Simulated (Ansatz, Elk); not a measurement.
# How far do independent atoms describe ZnCoSO?

Structure refinements treat a crystal as free atoms side by side. For a made-up structure of ZnCoSO (cell and positions from a PBE relaxation) the runs below show what the calculated density changes in F(hkl).

Program: Elk 11.2.3 (patched build). Level of theory: DFT, PBE, all-electron APW+lo, Dirac cores, scalar-relativistic bands, static density, ferromagnetic start. Results are calculated unless marked as measured.

This account leaves out most program logs.

The structure was built from a prototype and need not be the compound's stable phase.

### Step 1. The structure

The structure is trigonal, space group P3m1 (No. 156). Conventional cell: a = 3.534 Å, b = 3.534 Å, c = 5.778 Å, α = 90.00°, β = 90.00°, γ = 120.00°. Nearest to Zn lie 1 O at 1.97 Å and 3 S at 2.27 Å. Nearest to Co lie 3 O at 2.11 Å and 1 S at 2.28 Å. Nearest to S lie 3 Zn at 2.27 Å and 1 Co at 2.28 Å. Nearest to O lie 1 Zn at 1.97 Å and 3 Co at 2.11 Å. Farther neighbours and most contacts between anions are not listed.

### Step 2. Ground state and structure factors

An all-electron density is needed, since X-rays see the cores too. Task 0 finds the density and task 195 Fourier-transforms it; tshift is off so that phases refer to the origin typed.

elk.in

```
tasks
  0
  195
  196

xctype
  20

spinpol
  .true.

rgkmax
  7.0

gmaxvr
  14.0

lmaxo
  7

lmaxapw
  8

swidth
  0.002

tshift
  .false.

ramdisk
  .false.

hmaxvr
  5.5

maxscl
  120

epspot
  1e-06

reducebf
  0.8

sppath
  './'

avec
  6.67919005324 0.00000000000 -0.00000000000
  -3.33959502662 5.78434826281 0.00000000000
  -0.00000000000 -0.00000000000 10.91937741243

atoms
  4
  'Zn.in'
  1
  0.0000000000 -0.0000000000 0.0393633488   0.000000 0.000000 0.000000
  'Co.in'
  1
  0.3333333333 0.6666666667 0.4705128674   0.000000 0.000000 -0.120000
  'S.in'
  1
  0.3333333333 0.6666666667 0.8656507432   0.000000 0.000000 0.000000
  'O.in'
  1
  0.0000000000 -0.0000000000 0.3808730406   0.000000 0.000000 0.000000

ngridk
  6 6 4
```

Command:

```sh
OMP_NUM_THREADS=4 elk
```

Wall time 3.8 min (4 threads of Arm Neoverse V1, shared host); peak memory 0.28 GiB.

SFACRHO.OUT:

```text

h k l indices transformed by vhmat matrix:
   1.000000000       0.000000000       0.000000000    
   0.000000000       1.000000000       0.000000000    
   0.000000000       0.000000000       1.000000000    

      h      k      l  multipl.   |H|            Re(F)            Im(F)           |F|

      0      0      0      1   0.0000000       81.000000     -0.21668598E-15   81.000000    
      0      0      1      1  0.57541608       6.8701906       5.6894020       8.9201353    
      0      0     -1      1  0.57541608       6.8701906      -5.6894020       8.9201353    
      0     -1      0      3   1.0862391       14.662891       30.195518       33.567391    
     -1      0      0      3   1.0862391       14.662891      -30.195518       33.567391    
      0      0     -2      1   1.1508322       41.847815       14.372064       44.246987    
      0      0      2      1   1.1508322       41.847815      -14.372064       44.246987    
     -1      0      1      3   1.2292352       22.109493       24.316472       32.865187    
      1     -1     -1      3   1.2292352       30.371012     -0.82924319       30.382330    
      1      0      1      3   1.2292352       30.371012      0.82924319       30.382330    
      1      0     -1      3   1.2292352       22.109493      -24.316472       32.865187    
     -1      1     -2      3   1.5825075      -3.1296966      0.62244836       3.1909940    
     -1      0      2      3   1.5825075      -3.1296966     -0.62244837       3.1909940    
      1     -1     -2      3   1.5825075       26.756507      -29.248728       39.640872    
     -1      1      2      3   1.5825075       26.756507       29.248728       39.640872    
      0      0      3      1   1.7262482      -4.7242594       22.919792       23.401613    
      0      0     -3      1   1.7262482      -4.7242594      -22.919792       23.401613    
     -1     -1      0      6   1.8814213       53.054698      0.55272268E-13   53.054698
```

Elk indexes on the primitive cell of elk.in and gives |H| = 4π sin θ/λ in inverse bohr. Below, one row stands for each form hkl of the conventional cell (m members, Friedel mates merged), F is for one primitive cell and the density is static (no thermal factor). Free-atom factors are Waasmaier and Kirfel's, and R is Σm||F|−|F'||/Σm|F|.

| hkl | m | sin θ/λ (Å⁻¹) | abs F, DFT | neutral atoms | diff. | abs of complex diff. |
| --- | --- | --- | --- | --- | --- | --- |
| 001 | 2 | 0.086 | 8.920 | 9.041 | -0.121 | 0.123 |
| 100 | 6 | 0.163 | 33.567 | 33.302 | +0.266 | 0.269 |
| 002 | 2 | 0.173 | 44.247 | 44.080 | +0.167 | 0.524 |
| 011 | 6 | 0.185 | 32.865 | 33.065 | -0.199 | 0.468 |
| 101 | 6 | 0.185 | 30.382 | 30.584 | -0.202 | 0.297 |
| 012 | 6 | 0.238 | 3.191 | 3.074 | +0.117 | 0.236 |
| 102 | 6 | 0.238 | 39.641 | 39.882 | -0.242 | 0.249 |
| 003 | 2 | 0.260 | 23.402 | 23.605 | -0.204 | 0.262 |
| 110 | 6 | 0.283 | 53.055 | 53.228 | -0.174 | 0.174 |
| 111 | 12 | 0.296 | 7.024 | 7.217 | -0.193 | 0.225 |
| 103 | 6 | 0.307 | 25.355 | 25.504 | -0.149 | 0.152 |
| 013 | 6 | 0.307 | 46.709 | 46.972 | -0.263 | 0.263 |
| 200 | 6 | 0.327 | 24.390 | 24.599 | -0.209 | 0.235 |
| 112 | 12 | 0.332 | 33.188 | 33.343 | -0.155 | 0.155 |
| 021 | 6 | 0.338 | 24.267 | 24.348 | -0.080 | 0.086 |
| 201 | 6 | 0.338 | 25.945 | 25.898 | +0.048 | 0.122 |
| 004 | 2 | 0.346 | 12.407 | 12.620 | -0.213 | 0.228 |
| 022 | 6 | 0.370 | 32.096 | 32.278 | -0.182 | 0.193 |

### Step 3. The magnetisation density

The same run holds the spin density, and task 196 transforms it. The order is that of the start, and no other was tried.

SFACMAG_1.OUT:

```text

h k l indices transformed by vhmat matrix:
   1.000000000       0.000000000       0.000000000    
   0.000000000       1.000000000       0.000000000    
   0.000000000       0.000000000       1.000000000    

      h      k      l  multipl.   |H|            Re(F)            Im(F)           |F|

      0      0      0      1   0.0000000       2.9928348     -0.15545057E-17   2.9928348    
      0      0      1      1  0.57541608      -2.4404216      0.56705199       2.5054352    
      0      0     -1      1  0.57541608      -2.4404216     -0.56705199       2.5054352    
      0     -1      0      3   1.0862391     -0.86555675       1.7916662       1.9897880    
     -1      0      0      3   1.0862391     -0.86555675      -1.7916662       1.9897880    
      0      0     -2      1   1.1508322       1.9259397      0.92626319       2.1371026    
      0      0      2      1   1.1508322       1.9259397     -0.92626319       2.1371026    
     -1      0      1      3   1.2292352       1.1292072       1.5214293       1.8946915    
      1     -1     -1      3   1.2292352      0.50886766       1.6116396       1.6900676    
      1      0      1      3   1.2292352      0.50886766      -1.6116396       1.6900676    
      1      0     -1      3   1.2292352       1.1292072      -1.5214293       1.8946915    
     -1      1     -2      3   1.5825075      -1.2798258       1.1295947       1.7070262    
     -1      0      2      3   1.5825075      -1.2798258      -1.1295947       1.7070262    
      1     -1     -2      3   1.5825075     -0.20250434      -1.4375398       1.4517330    
     -1      1      2      3   1.5825075     -0.20250434       1.4375398       1.4517330    
      0      0      3      1   1.7262482      -1.2900317      0.89539644       1.5703238
```

The total moment is 2.99 μB a cell; sphere moments: Zn1 +0.02, Co2 +2.50, S3 +0.08, O4 +0.21 μB. Polarised neutrons measure spin and orbital magnetisation together; without spin-orbit coupling the run gives the spin part:

| hkl | sin θ/λ (Å⁻¹) | abs F_M (μB) |
| --- | --- | --- |
| 001 | 0.086 | 2.505 |
| 100 | 0.163 | 1.990 |
| 002 | 0.173 | 2.137 |
| 011 | 0.185 | 1.895 |
| 101 | 0.185 | 1.690 |
| 012 | 0.238 | 1.707 |
| 102 | 0.238 | 1.452 |
| 003 | 0.260 | 1.570 |
| 110 | 0.283 | 1.476 |
| 111 | 0.296 | 1.341 |
| 103 | 0.307 | 1.154 |
| 013 | 0.307 | 1.397 |
| 200 | 0.327 | 1.075 |
| 112 | 0.332 | 1.135 |

### Step 4. The highest occupied states alone

An energy window below the Fermi level keeps the highest occupied states, to see at which angles they scatter; shallow core shells can lie inside it and anion s states outside. No new self-consistency is needed.

elk.in, as its differences from that of step 2:

```diff
@@ -1,5 +1,3 @@
 tasks
-  0
   195
-  196
 
@@ -44,2 +42,5 @@
 
+wsfac
+  -0.196670 0.470820
+
 sppath
```

Command:

```sh
OMP_NUM_THREADS=4 elk
```

Elapsed: 9.7 s, on 4 threads; peak memory 0.27 GiB; 16 s of CPU time.

States within 10 eV below the Fermi level hold 29.00 electrons; any levels below the window count with the cores. Their amplitudes can exceed the total, where window and core parts have opposite phase:

| hkl | sin θ/λ (Å⁻¹) | abs F, window | abs F, all |
| --- | --- | --- | --- |
| 001 | 0.086 | 4.435 | 8.920 |
| 100 | 0.163 | 10.192 | 33.567 |
| 002 | 0.173 | 12.609 | 44.247 |
| 011 | 0.185 | 10.579 | 32.865 |
| 101 | 0.185 | 7.714 | 30.382 |
| 012 | 0.238 | 2.701 | 3.191 |
| 102 | 0.238 | 7.982 | 39.641 |
| 003 | 0.260 | 7.812 | 23.402 |
| 110 | 0.283 | 11.038 | 53.055 |
| 111 | 0.296 | 3.007 | 7.024 |

### Step 5. Another functional

The difference from free atoms is small, so it is set against the change that LDA (Perdew-Wang) makes.

elk.in, as its differences from that of step 4:

```diff
@@ -1,6 +1,8 @@
 tasks
+  0
   195
+  196
 
 xctype
-  20
+  3
 
@@ -42,5 +44,2 @@
 
-wsfac
-  -0.196670 0.470820
-
 sppath
```

Command:

```sh
OMP_NUM_THREADS=4 elk
```

It took 1.9 min on 4 threads; peak memory 0.18 GiB; 7.1 min of CPU time.

Against the first run R = 0.15 %; the largest change is -0.099 at 405. The moment goes from 2.99 to 2.98 μB.

### Step 6. A coarser k-mesh

About half the k-points along each axis test the sampling.

elk.in, as its differences from that of step 5:

```diff
@@ -6,3 +6,3 @@
 xctype
-  3
+  20
 
@@ -68,2 +68,2 @@
 ngridk
-  6 6 4
+  3 3 2
```

Command:

```sh
OMP_NUM_THREADS=4 elk
```

Elapsed: 64 s, on 4 threads; peak memory 0.28 GiB; 3.3 min of CPU time.

Against the first run R = 0.04 %; the largest change is +0.025 at 045. The moment goes from 2.99 to 2.98 μB.

### Step 7. Basis size

The basis and the expansions that go with it are enlarged, to see whether the differences are converged.

elk.in, as its differences from that of step 6:

```diff
@@ -12,12 +12,12 @@
 rgkmax
-  7.0
+  8.5
 
 gmaxvr
-  14.0
+  18.0
 
 lmaxo
-  7
+  9
 
 lmaxapw
-  8
+  10
 
@@ -68,2 +68,2 @@
 ngridk
-  3 3 2
+  6 6 4
```

Command:

```sh
OMP_NUM_THREADS=4 elk
```

Wall time 8.2 min (4 threads); peak memory 0.52 GiB; 31 min of CPU time.

Against the first run R = 0.01 %; the largest change is +0.012 at 110. The moment goes from 2.99 to 2.99 μB.

### Step 8. With a Hubbard U

A Hubbard U is put on the d shell, to see how far it moves the factors.

elk.in, as its differences from that of step 7:

```diff
@@ -12,12 +12,12 @@
 rgkmax
-  8.5
+  7.0
 
 gmaxvr
-  18.0
+  14.0
 
 lmaxo
-  9
+  7
 
 lmaxapw
-  10
+  8
 
@@ -69 +69,5 @@
   6 6 4
+
+dft+u
+  1 1
+  2 2 0.121273 0.000000
```

Command:

```sh
OMP_NUM_THREADS=4 elk
```

The job ended after 4.9 min (4 threads; peak memory 0.28 GiB; 19 min of CPU time).

Against the first run R = 0.06 %; the largest change is +0.042 at 003. The moment goes from 2.99 to 3.00 μB.

### Step 9. Settings against the effect

| run | R against the first run (%) | R against neutral atoms, low angle (%) | wall time |
| --- | --- | --- | --- |
| PBE, rgkmax 7 | 0.00 | 0.75 | 3.8 min |
| LDA (Perdew-Wang) | 0.15 | 0.75 | 1.9 min |
| k-mesh 3×3×2 | 0.04 | 0.76 | 64 s |
| rgkmax 8.5 with larger expansions | 0.01 | 0.75 | 8.2 min |
| PBE+U | 0.06 | 0.76 | 4.9 min |

### Step 10. Summary of results

```json
{"R against neutral atoms, sin θ/λ < 0.3 Å⁻¹": "0.75 %", "R against neutral atoms, 0.3 to 0.82 Å⁻¹": "0.36 %"}
```

Independent neutral atoms miss the calculated amplitudes by R = 0.75 % below 0.3 Å⁻¹ and 0.36 % from there to 0.82 Å⁻¹; by shells, 1.36 % below 0.15 Å⁻¹ (1 form), 0.74 % 0.15 to 0.3 (9 forms), 0.33 % 0.3 to 0.45 (19 forms), 0.37 % above 0.45 (109 forms). Bonding, aspherical density and the tables' own atoms all enter these figures, and the runs don't part them. The largest change of an amplitude is +0.27 electrons, at 100. R counts amplitudes alone; phases shift too. The magnetic order is that of the start. No other order was tried here, and an antiferromagnetic one would change or move the magnetic intensity. The window's part falls from 29.0 electrons at the origin to at most 4.30 between 0.45 and 0.82 Å⁻¹, where compact states inside the window still scatter. Below 0.3 Å⁻¹ the changes that finished (LDA (Perdew-Wang), k-mesh 3×3×2, rgkmax 8.5 with larger expansions and PBE+U) move F by R = 0.08 % at most, against the 0.75 % that separates it from free atoms. A single amplitude moves by up to 0.10 electrons, against 0.27 for the largest difference from free atoms. The magnetic factors move by R = 6.2 % (LDA (Perdew-Wang)), 2.0 % (k-mesh 3×3×2), 0.1 % (rgkmax 8.5 with larger expansions) and 7.1 % (PBE+U), so they aren't settled to better than that. Part of the difference isn't bonding: the tables are fits to free atoms and ions calculated by other methods than this functional. Thermal motion, anomalous dispersion and extinction are left out.

[Logs are printed without paths, hosts, clocks, repeated set-up lines and the standing remarks that a program may print on its own settings, such as how far it seeks lower states.]

[Hosts, paths, dates, database ids (printed as entryN), source tags and the programs' standing remarks are cut or masked in the printed files.]
